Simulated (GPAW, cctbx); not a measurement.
# Reading charge transfer from structure factors

BaNiCl6, R-3m (no. 166), a = 9.5607 Å, b = 9.5607 Å, c = 7.8698 Å, α = 90.00°, β = 90.00°, γ = 120.00°.

| atom | mult. | x | y | z |
| --- | --- | --- | --- | --- |
| Ba1 | 3 | 0 | 0 | 1/2 |
| Ni1 | 3 | 0 | 0 | 0 |
| Cl1 | 18 | 0.2228 | 0.4457 | 0.4989 |

The cell comes from substitution in a known structure type and wasn't matched to any measured phase.

Absolute values of the static structure factors of the conventional cell from DFT (PBE, GPAW) against free spherical atoms, in electrons:

```csv
hkl,d (Å),free atoms,crystal
101,5.704,21.88,21.60
110,4.780,231.55,231.74
2 0 -1,3.664,21.37,21.24
1 0 -2,3.554,166.21,165.22
211,2.908,201.05,201.92
202,2.852,123.94,123.24
300,2.760,92.50,92.43
003,2.623,289.59,290.56
2 1 -2,2.449,320.20,321.18
220,2.390,194.35,193.66
```

**Question.** Which way does charge move, and which reflections show it best?

Project each element's phase sum on the total phase. |F| rises if density moves to atoms that scatter in phase and falls if it moves to atoms that scatter against it; the rule is for low angles, since changes of shape take over beyond. Where all elements are in phase the terms compete, and the compactness of the donor's and the acceptor's density matters too.

| hkl | Ba in phase | Ni in phase | Cl in phase | change (e) | (%) |
| --- | --- | --- | --- | --- | --- |
| 101 | +3.0 | -3.0 | -3.6 | -0.28 | -1.3 |
| 110 | +3.0 | +3.0 | +0.1 | +0.19 | +0.1 |
| 2 0 -1 | -3.0 | +3.0 | +6.7 | -0.13 | -0.6 |
| 1 0 -2 | +3.0 | +3.0 | -3.7 | -0.99 | -0.6 |
| 211 | +3.0 | -3.0 | +10.2 | +0.87 | +0.4 |
| 202 | +3.0 | +3.0 | -6.5 | -0.70 | -0.6 |
| 300 | +3.0 | +3.0 | -9.0 | -0.07 | -0.1 |
| 003 | +3.0 | -3.0 | +18.0 | +0.97 | +0.3 |

Low-angle reflections that set elements apart and change by more than 0.05 e: 101, 110, 2 0 -1, 1 0 -2, 211, 202, 300 and 003. The signs fit a gain of density on Cl and a loss on Ba and Ni, apart from 110 and 2 0 -1. The best witness is 101, -1.3 %, where Cl enters with -3.6. The real-space density agrees: Voronoi charges Ba +0.16, Ni +0.10, Cl -0.04 e. The shortest bond, Ni–Cl, has Δρ = +0.07 e/Å³ at its midpoint. Limits: no Hubbard U on Ni.

[Outputs are excerpts: Python notices, other lines and further rows are left out; steps that failed or that the build refused (PBEsol, TPSS) are not shown.]

[Logs are printed without paths, hosts, clocks, repeated set-up lines and the standing remarks that a program may print on its own settings, such as how far it seeks lower states.]
